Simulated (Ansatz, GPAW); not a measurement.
# A 2-layer slab of Au(110): work function by functional and basis, part 2 of 3

How far do functional and basis move the work function of a 2-layer slab of Au(110)?

GPAW 26.7.0 and Ansatz 0.2.0; Ansatz plane waves; slab in vacuum with a dipole correction, relaxation (the session's first sound run).

So far, upper work function (eV): step 2 (relaxing the atoms) 4.69.

### Step 3. The slab's potential

The work function is the vacuum plateau of the electrostatic potential less the Fermi level; a dipole layer lets the two faces have plateaus of their own.

This step: GPAW, PAW setups; slab in vacuum (GPAW 26.7.0).

The input, run.py:

```python
import json
import numpy as np
from ase import Atoms
from gpaw import GPAW, PW

slab = Atoms(
    ['Au', 'Au'],
    positions=[
        [2.04000, 1.44250, 7.00000],
        [0.00000, 0.00000, 7.94123]],
    cell=[[4.08, 0.0, 0.0], [0.0, 2.885, 0.0], [0.0, 0.0, 15.4425]],
    pbc=[True, True, False])

slab.calc = GPAW(mode=PW(400), xc='PBE', kpts={'size': (8, 11, 1), 'gamma': True},
                 occupations={'name': 'fermi-dirac', 'width': 0.1}, nbands='140%',
                 convergence={'density': 1e-05}, maxiter=200,
                 poissonsolver={'dipolelayer': 'xy'},
                 symmetry={'tolerance': 1e-3}, txt='slab.txt')
result = {}
energy = slab.get_potential_energy()
fermi = slab.calc.get_fermi_level()
v = slab.calc.get_electrostatic_potential().mean((0, 1)) - fermi
n = slab.calc.get_pseudo_density().mean((0, 1))
L = slab.cell[2, 2]
z = np.arange(len(v)) * L / len(v)
low, high = slab.positions[:, 2].min(), slab.positions[:, 2].max()
below, above = np.interp([low - 4.8, high + 4.8], z, v)
slopes = [np.interp(x, z, np.gradient(v, z)) for x in (low - 4.8, high + 4.8)]
eps = np.array([[slab.calc.get_eigenvalues(k, s) for k in range(len(slab.calc.get_ibz_k_points()))]
                for s in range(slab.calc.get_number_of_spins())]) - fermi
top, bottom = eps[eps < 0].max(), eps[eps > 0].min()
dipole = slab.get_dipole_moment()[2]
print(f'energy {energy:.4f} eV, Fermi level {fermi:.4f} eV, dipole {dipole:.5f} e A')
print(f'potential 4.8 A off the faces, from the Fermi level: lower {below:.4f} eV, upper {above:.4f} eV')
print(f'slope of the potential there: lower {slopes[0]:.5f}, upper {slopes[1]:.5f} eV/A')
print(f'nearest levels on the mesh: {top:.4f} and {bottom:.4f} eV')
print('magnetic moment', round(slab.get_magnetic_moment(), 3))
result.update(energy=energy, fermi=fermi, dipole=dipole, below=below, above=above, slopes=slopes, edges=[top, bottom],
              z=z.tolist(), v=v.tolist(), n=n.tolist(), positions=slab.positions.tolist(),
              forces=slab.get_forces(apply_constraint=False).tolist(), moments=slab.get_magnetic_moments().tolist())
json.dump(result, open('result.json', 'w'))
```

On the command line:

```console
OMP_NUM_THREADS=1 OPENBLAS_NUM_THREADS=1 python run.py
```

Numbers of over 12 decimals in the logs are rounded to 6 here.

The log of the run:

```text
energy -5.0785 eV, Fermi level -2.0021 eV, dipole -0.00009 e A
potential 4.8 A off the faces, from the Fermi level: lower 4.6907 eV, upper 4.6907 eV
slope of the potential there: lower -0.00017, upper 0.00017 eV/A
nearest levels on the mesh: -0.0545 and 0.0023 eV
magnetic moment 0.0
```

Elapsed: 26 s, on 1 thread of Intel Xeon Platinum 8488C (Sapphire Rapids), shared host; peak memory 0.19 GiB.

Numbers from this step:

```
dipole along the normal                    : -8.55e-5 e·Å
levels nearest the Fermi level on the mesh : -0.05446, 0.002285 eV from the Fermi level
upper work function                        : 4.691 eV
lower work function                        : 4.691 eV
```

Electrostatic potential energy of an electron (without an applied field's), less the Fermi level, planar mean against z:

```csv
z (Å),"electrostatic potential energy of an electron (without an applied field's), less the Fermi level, planar mean (eV)"
0.0,4.69
0.5,4.69
1.0,4.69
1.5,4.69
2.0,4.69
2.5,4.69
3.0,4.69
3.5,4.69
4.0,4.68
4.5,4.66
5.0,4.56
5.5,4.13
6.0,2.22
6.5,-5.27
7.0,-14.9
7.5,-15.2
8.0,-14.3
8.5,-3.98
9.0,2.62
9.5,4.22
10.0,4.58
10.5,4.66
11.0,4.68
11.5,4.69
12.0,4.69
12.5,4.69
13.0,4.69
13.5,4.69
14.0,4.69
14.5,4.69
15.0,4.69
```

The pseudo valence density, planar mean by z:

```csv
z (Å),"pseudo valence density, planar mean (e/Å³)"
0.00,9.9e-7
0.43,1.1e-6
1.07,0
1.50,0
2.14,3.4e-6
2.57,7.9e-6
3.22,3.6e-5
3.65,1.2e-4
4.29,7.6e-4
4.72,0.00262
5.15,0.00926
5.79,0.0671
6.22,0.227
6.86,0.829
7.29,0.876
7.94,0.928
8.36,0.496
9.01,0.105
9.44,0.0273
10.08,0.00395
10.51,0.00113
10.94,3.3e-4
11.58,5.6e-5
12.01,1.8e-5
12.65,2.4e-6
13.08,0
13.73,1.1e-6
14.16,9.4e-7
14.80,0
15.23,0
```

Force by atom:

```csv
atom,x (eV/Å),y (eV/Å),z (eV/Å),size
Au1,0.000,0.000,-0.176,0.176
Au2,0.000,0.000,0.177,0.177
```

The potential is flat to 1.7e-4 eV/Å where it is read, so the vacuum is wide enough. The geometry is the other program's minimum; here the largest force on a free atom is 0.18 eV/Å.

### Step 4. OptPBE vdW: xc = "optPBE-vdW"

The same geometry under optPBE-vdW, to see how far the functional moves the levels against the vacuum (the van der Waals functionals take revPBE setups).

Edit run.py of step 3 so:

```diff
@@ -13,3 +13,3 @@
 
-slab.calc = GPAW(mode=PW(400), xc='PBE', kpts={'size': (8, 11, 1), 'gamma': True},
+slab.calc = GPAW(mode=PW(400), xc='optPBE-vdW', kpts={'size': (8, 11, 1), 'gamma': True},
                  occupations={'name': 'fermi-dirac', 'width': 0.1}, nbands='140%',
```

The log of the run:

```text
energy -37.2989 eV, Fermi level -2.1684 eV, dipole -0.00009 e A
potential 4.8 A off the faces, from the Fermi level: lower 4.8989 eV, upper 4.8990 eV
slope of the potential there: lower -0.00032, upper 0.00031 eV/A
nearest levels on the mesh: -0.0387 and 0.0069 eV
magnetic moment 0.0
```

Wall time 29 s (1 thread); peak memory 0.3 GiB.

Numbers from this step:

- dipole along the normal: -8.88e-5 e·Å
- levels nearest the Fermi level on the mesh: -0.03873, 0.006891 eV from the Fermi level
- upper work function: 4.899 eV
- lower work function: 4.899 eV

Table of electrostatic potential energy of an electron (without an applied field's), less the Fermi level, planar mean by z:

```csv
z (Å),"electrostatic potential energy of an electron (without an applied field's), less the Fermi level, planar mean (eV)"
0.0,4.90
0.5,4.90
1.0,4.90
1.5,4.90
2.0,4.90
2.5,4.90
3.0,4.90
3.5,4.90
4.0,4.89
4.5,4.85
5.0,4.73
5.5,4.27
6.0,2.30
6.5,-5.23
7.0,-14.9
7.5,-15.1
8.0,-14.3
8.5,-3.94
9.0,2.70
9.5,4.36
10.0,4.76
10.5,4.86
11.0,4.89
11.5,4.90
12.0,4.90
12.5,4.90
13.0,4.90
13.5,4.90
14.0,4.90
14.5,4.90
15.0,4.90
```

Pseudo valence density, planar mean against z:

```csv
z (Å),"pseudo valence density, planar mean (e/Å³)"
3.0,3.6e-5
3.5,1.3e-4
4.0,4.6e-4
4.5,0.00164
5.0,0.00672
5.5,0.0287
6.0,0.128
6.5,0.428
7.0,0.901
7.5,0.833
8.0,0.875
8.5,0.378
9.0,0.108
9.5,0.0239
10.0,0.00571
10.5,0.00141
11.0,3.9e-4
11.5,1.1e-4
12.0,3.1e-5
```

Force by atom:

```csv
atom,x (eV/Å),y (eV/Å),z (eV/Å),size
Au1,0.000,0.000,-0.578,0.578
Au2,0.000,0.000,0.578,0.578
```

The upper face's work function is 4.899 eV, against 4.691 eV in the first plane-wave PBE run at this geometry.

### Step 5. Self-consistent run: xc = "revPBE"

The same geometry under revPBE, to see how far the functional moves the levels against the vacuum.

Edit run.py of step 4 so:

```diff
@@ -13,3 +13,3 @@
 
-slab.calc = GPAW(mode=PW(400), xc='optPBE-vdW', kpts={'size': (8, 11, 1), 'gamma': True},
+slab.calc = GPAW(mode=PW(400), xc='revPBE', kpts={'size': (8, 11, 1), 'gamma': True},
                  occupations={'name': 'fermi-dirac', 'width': 0.1}, nbands='140%',
```

The log of the run:

```text
energy -4.3259 eV, Fermi level -1.8472 eV, dipole -0.00009 e A
potential 4.8 A off the faces, from the Fermi level: lower 4.5193 eV, upper 4.5194 eV
slope of the potential there: lower -0.00020, upper 0.00019 eV/A
nearest levels on the mesh: -0.0035 and 0.0804 eV
magnetic moment 0.0
```

Elapsed: 25 s, on 1 thread; peak memory 0.19 GiB.

Numbers from this step:

| Property | Result |
| --- | --- |
| dipole along the normal | -8.57e-5 e·Å |
| levels nearest the Fermi level on the mesh | -0.003521, 0.08042 eV from the Fermi level |
| upper work function | 4.519 eV |
| lower work function | 4.519 eV |

The electrostatic potential energy of an electron (without an applied field's), less the Fermi level, planar mean by z:

z (Å), electrostatic potential energy of an electron (without an applied field's), less the Fermi level, planar mean (eV) and a bar from the least value:
```
      0.0        4.5 ##############################
      0.5        4.5 ##############################
      1.0        4.5 ##############################
      1.5        4.5 ##############################
      2.0        4.5 ##############################
      2.5        4.5 ##############################
      3.0        4.5 ##############################
      3.5        4.5 ##############################
      4.0        4.5 ##############################
      4.5        4.5 ##############################
      5.0        4.4 ##############################
      5.5        4.0 #############################
      6.0        2.1 ##########################
      6.5       -5.4 ###############
      7.0      -15.0 
      7.5      -15.2 
      8.0      -14.4 #
      8.5       -4.1 #################
      9.0        2.5 ###########################
      9.5        4.1 #############################
     10.0        4.4 ##############################
     10.5        4.5 ##############################
     11.0        4.5 ##############################
     11.5        4.5 ##############################
     12.0        4.5 ##############################
     12.5        4.5 ##############################
     13.0        4.5 ##############################
     13.5        4.5 ##############################
     14.0        4.5 ##############################
     14.5        4.5 ##############################
     15.0        4.5 ##############################
```

The upper face's work function is 4.519 eV, against 4.691 eV in the first plane-wave PBE run at this geometry.

### Step 6. Self-consistent run: xc = "vdW-DF2"

The same geometry under vdW-DF2, to see how far the functional moves the levels against the vacuum (the van der Waals functionals take revPBE setups).

Edit run.py of step 5 so:

```diff
@@ -13,3 +13,3 @@
 
-slab.calc = GPAW(mode=PW(400), xc='revPBE', kpts={'size': (8, 11, 1), 'gamma': True},
+slab.calc = GPAW(mode=PW(400), xc='vdW-DF2', kpts={'size': (8, 11, 1), 'gamma': True},
                  occupations={'name': 'fermi-dirac', 'width': 0.1}, nbands='140%',
```

The log of the run:

```text
energy -325.6395 eV, Fermi level -2.3195 eV, dipole -0.00007 e A
potential 4.8 A off the faces, from the Fermi level: lower 5.1301 eV, upper 5.1298 eV
slope of the potential there: lower -0.00071, upper 0.00069 eV/A
nearest levels on the mesh: -0.0023 and 0.0238 eV
magnetic moment 0.0
```

It took 50 s on 1 thread; peak memory 0.3 GiB.

This step gave:

| Item | Value |
| --- | --- |
| dipole along the normal | -6.68e-5 e·Å |
| levels nearest the Fermi level on the mesh | -0.002338, 0.02377 eV from the Fermi level |
| upper work function | 5.130 eV |
| lower work function | 5.130 eV |

The upper face's work function is 5.130 eV, against 4.691 eV in the first plane-wave PBE run at this geometry.

### Step 7. Real-space grid: mode = "fd"

A real-space grid is a second complete basis, so it checks the plane-wave result.

Edit run.py of step 6 so:

```diff
@@ -3,3 +3,3 @@
 from ase import Atoms
-from gpaw import GPAW, PW
+from gpaw import GPAW
 
@@ -13,3 +13,3 @@
 
-slab.calc = GPAW(mode=PW(400), xc='vdW-DF2', kpts={'size': (8, 11, 1), 'gamma': True},
+slab.calc = GPAW(mode='fd', h=0.18, xc='PBE', kpts={'size': (8, 11, 1), 'gamma': True},
                  occupations={'name': 'fermi-dirac', 'width': 0.1}, nbands='140%',
```

The log of the run:

```text
energy -5.2170 eV, Fermi level -4.6887 eV, dipole -0.00000 e A
potential 4.8 A off the faces, from the Fermi level: lower 4.6886 eV, upper 4.6886 eV
slope of the potential there: lower -0.00017, upper 0.00018 eV/A
nearest levels on the mesh: -0.0552 and 0.0018 eV
magnetic moment 0.0
```

It took 3.4 min on 1 thread; peak memory 0.54 GiB.

This step gave:

```yaml
dipole_along_the_normal: -4.50e-7 e·Å
levels_nearest_the_fermi_level_on_the_mesh: -0.05520, 0.001826 eV from the Fermi level
upper_work_function: 4.689 eV
lower_work_function: 4.689 eV
```

The upper face's work function is 4.689 eV, against 4.691 eV in the first plane-wave PBE run at this geometry.

### Step 8. Atomic orbitals: mode = "lcao"

Atom-centred orbitals end a few angstrom from the surface, which tests how much the density's tail matters.

Edit run.py of step 7 so:

```diff
@@ -13,4 +13,4 @@
 
-slab.calc = GPAW(mode='fd', h=0.18, xc='PBE', kpts={'size': (8, 11, 1), 'gamma': True},
-                 occupations={'name': 'fermi-dirac', 'width': 0.1}, nbands='140%',
+slab.calc = GPAW(mode='lcao', basis='dzp', h=0.18, xc='PBE', kpts={'size': (8, 11, 1), 'gamma': True},
+                 occupations={'name': 'fermi-dirac', 'width': 0.1}, nbands='120%',
                  convergence={'density': 1e-05}, maxiter=200,
```

The log of the run:

```text
energy -3.8631 eV, Fermi level -4.0456 eV, dipole 0.00000 e A
potential 4.8 A off the faces, from the Fermi level: lower 4.0456 eV, upper 4.0456 eV
slope of the potential there: lower -0.00000, upper 0.00000 eV/A
nearest levels on the mesh: -0.0830 and 0.0094 eV
magnetic moment 0.0
```

The job ended after 37 s (1 thread; peak memory 0.24 GiB).

Numbers from this step:

- dipole along the normal: 5.57e-7 e·Å
- levels nearest the Fermi level on the mesh: -0.08295, 0.009430 eV from the Fermi level
- upper work function: 4.046 eV
- lower work function: 4.046 eV

The upper face's work function is 4.046 eV, against 4.691 eV in the first plane-wave PBE run at this geometry.

### Step 9. Cost and result by level

Times are for 1 thread of Intel Xeon Platinum 8488C (Sapphire Rapids), shared host. Results by setting:

```csv
no.,run,upper work function (eV),time,memory (GiB)
1,pw,4.691,26 s,0.19
2,optPBE vdW,4.899,29 s,0.3
3,revPBE,4.519,25 s,0.19
4,vdW DF2,5.130,50 s,0.3
5,fd,4.689,3.4 min,0.54
6,lcao,4.046,37 s,0.24
```

### Step 10. A second plane-wave code

A second program with its own datasets checks the number independently.

This step: Ansatz plane waves; slab in vacuum with a dipole correction (Ansatz 0.2.0).

The input, input.yaml:

```yaml
crystal:
  lattice:
    - [4.08, 0.0, 0.0]
    - [0.0, 2.8849956672, 0.0]
    - [0.0, 0.0, 15.4424978336]
  atoms:
    - { symbol: Au, position: [0.5, 0.5, 0.4532945431] }
    - { symbol: Au, position: [0.0, 0.0, 0.5142452895] }
kpoints:
  mp_grid: { grid: [8, 11, 1] }
hamiltonian:
  xc: pbe
scf:
  occupations: { method: fermi_dirac, width: 0.1 }
efield:
  axis: 3
  dipole_correction: true
  ramp_width: 0.05
output:
  forces: true
  write_potential: true
  write_density: true
  volumetric_format: npy
  elf: true
```

On the command line:

```console
ansatz run input.yaml --threads 4 --pin off --max-ram 8192MiB --backend cpu --events-out ev --progress --plain --runs-dir out
```

The log of the run:

```text
[...]
Crystal: 2 atoms, lattice volume = 181.770 Å³
Basis set: ecut = 420 eV, 3547 PW (Γ), exchange–correlation on 60×40×216 points (8 copies of the dense FFT grid, shifted against one another)
Bands: 23, of which v1, the nominal top of the filled ones, is band 19 counted from 1 (18 counted from 0)
Symmetry: 4 space group operations
k-points: 30 of 88
[...]
SCF iter   1: F=—  HF=-26297.520483 eV  |F-HF|=—  |Δ(HF+E_count)|=         —  Δρ=2.48e-3  dr2=1.24e-2  ethr=1.77e-3  p=-0.000 e·Å  D=-3.58e-6 V/Å  ΔV_dip=0.00 eV  dr2_dipole=4.45e-9  V_vac-E_F(+/−)=4.85/4.85 eV  ⟨swp⟩=6.5  Hψ=3242  notcnv=0
[...]
SCF iter   7: F=-26297.523050 eV  HF=-26297.523050 eV  |F-HF|=2.10e-9  |Δ(HF+E_count)|=   1.20e-7  Δρ=1.63e-6  dr2=8.74e-9  ethr=1.96e-10  p=-0.000 e·Å  D=-8.33e-7 V/Å  ΔV_dip=0.00 eV  dr2_dipole=9.89e-10  V_vac-E_F(+/−)=4.69/4.69 eV  ⟨swp⟩=9.5  Hψ=5247  notcnv=0
SCF 1 converged in 7 iterations: F = -26297.523050 eV  dr2 = 8.74e-9
[...]
SCF converged after 7 iterations
an eigenvalue changed by more than its tolerance at an iteration that met the thresholds in force, so the SCF went on 1 time: the last check found none over its tolerance
Free energy (F): -26297.523050 eV
[...]
Internal energy: -26297.495963 eV  (E = F + TS)
E sigma→0 (E₀):  -26297.509507 eV
Entropy (-TS):   -0.027087 eV (-13.544 meV/atom)
Fermi energy:    -0.002195 eV
Dipole field:    D = 0.000044 V/Å  (p = 0.000044 e·Å, saw-weighted, corrected)
Work function:   Φ+ = 4.6946 eV   Φ− = 4.6953 eV
[...]
--- Forces (eV/Å), atoms counted from 1 ---
  atom   1  Au     0.00000000     0.00000000    -0.00097464
  atom   2  Au     0.00000000     0.00000000     0.00102934
  max |Σ_I F_I| component: 5.47e-5 eV/Å
--- Band table (eV; the first three rows and the last of 30) ---
  k-point 0: bands = [... 15 lower, -2.8489, -2.6205, -2.5219, -0.9719, -0.1229, 3.9690, 4.2261, 5.0163]
  k-point 1: bands = [... 15 lower, -3.1003, -2.6931, -2.3056, -1.1065, 0.1582, 4.1120, 4.6780, 5.1659]
  k-point 2: bands = [... 15 lower, -2.8849, -2.7611, -2.0343, -1.3420, 0.8621, 4.5367, 5.6062, 5.8294]
  k-point 29: bands = [... 15 lower, -2.9545, -1.6426, -1.6426, 1.6758, 1.6758, 4.4736, 4.4736, 7.5917]
```

Run time: 6.5 s. Hardware: 4 threads; peak memory 0.52 GiB.

The column dr2 measures how far the density is from self-consistency, as an energy; F and HF (Harris–Foulkes) agree once it is small.

Numbers from this step:

```yaml
upper_work_function: 4.695 eV
lower_work_function: 4.695 eV
dipole_along_the_normal: 4.37e-5 e·Å
dipole_field: 4.36e-5 V/Å
vacuum_level_above: 4.692 eV
```

The electrostatic potential energy of an electron (with the applied field's), less the Fermi level, planar mean by z:

```csv
z (Å),"electrostatic potential energy of an electron (with the applied field's), less the Fermi level, planar mean (eV)"
0.0,4.69
0.5,4.69
1.0,4.69
1.5,4.69
2.0,4.69
2.5,4.69
3.0,4.69
3.5,4.69
4.0,4.69
4.5,4.66
5.0,4.56
5.5,4.13
6.0,2.18
6.5,-5.31
7.0,-11.2
7.5,-14.8
8.0,-10.6
8.5,-4.34
9.0,2.60
9.5,4.22
10.0,4.58
10.5,4.67
11.0,4.69
11.5,4.69
12.0,4.69
12.5,4.69
13.0,4.69
13.5,4.69
14.0,4.69
14.5,4.69
15.0,4.69
```

Valence density, planar mean against z:

```csv
z (Å),"valence density, planar mean (e/Å³)"
3.5,8.5e-5
4.0,3.2e-4
4.5,0.00142
5.0,0.00603
5.5,0.0277
6.0,0.133
6.5,0.771
7.0,1.60
7.5,1.60
8.0,1.56
8.5,0.655
9.0,0.110
9.5,0.0231
10.0,0.00504
10.5,0.00120
11.0,2.7e-4
11.5,7.3e-5
```

ELF in the ca plane at fractional y = 0.000, with atoms of Au within 0.2 Å of it. It is the smooth field of the valence electrons, not physical close to the nuclei.

Ten even steps from '0' (0.00) to '9' (0.73), each cell a mean:
```
00000000000000000134679876421000000000000000
00000000000000000123467764321000000000000000
00000000000000000122334433210000000000000000
00000000000000001122332222100000000000000000
00000000000000001223322211000000000000000000
00000000000000001223322110000000000000000000
00000000000000001222322221000000000000000000
00000000000000001122333332210000000000000000
00000000000000000123345554311000000000000000
00000000000000000123578875321000000000000000
00000000000000000134679976421000000000000000
```
Columns run along c (15.4 Å), rows up along a (4.1 Å). Atoms in or near the plane, at fractional coordinates: Au at (0.51, 0.00).

(Continued in part 3 of 3.)

[Logs are printed without paths, hosts, clocks, repeated set-up lines and the standing remarks that a program may print on its own settings, such as how far it seeks lower states.]

[Hosts, paths, dates, database ids (printed as entryN), source tags and the programs' standing remarks are cut or masked in the printed files.]
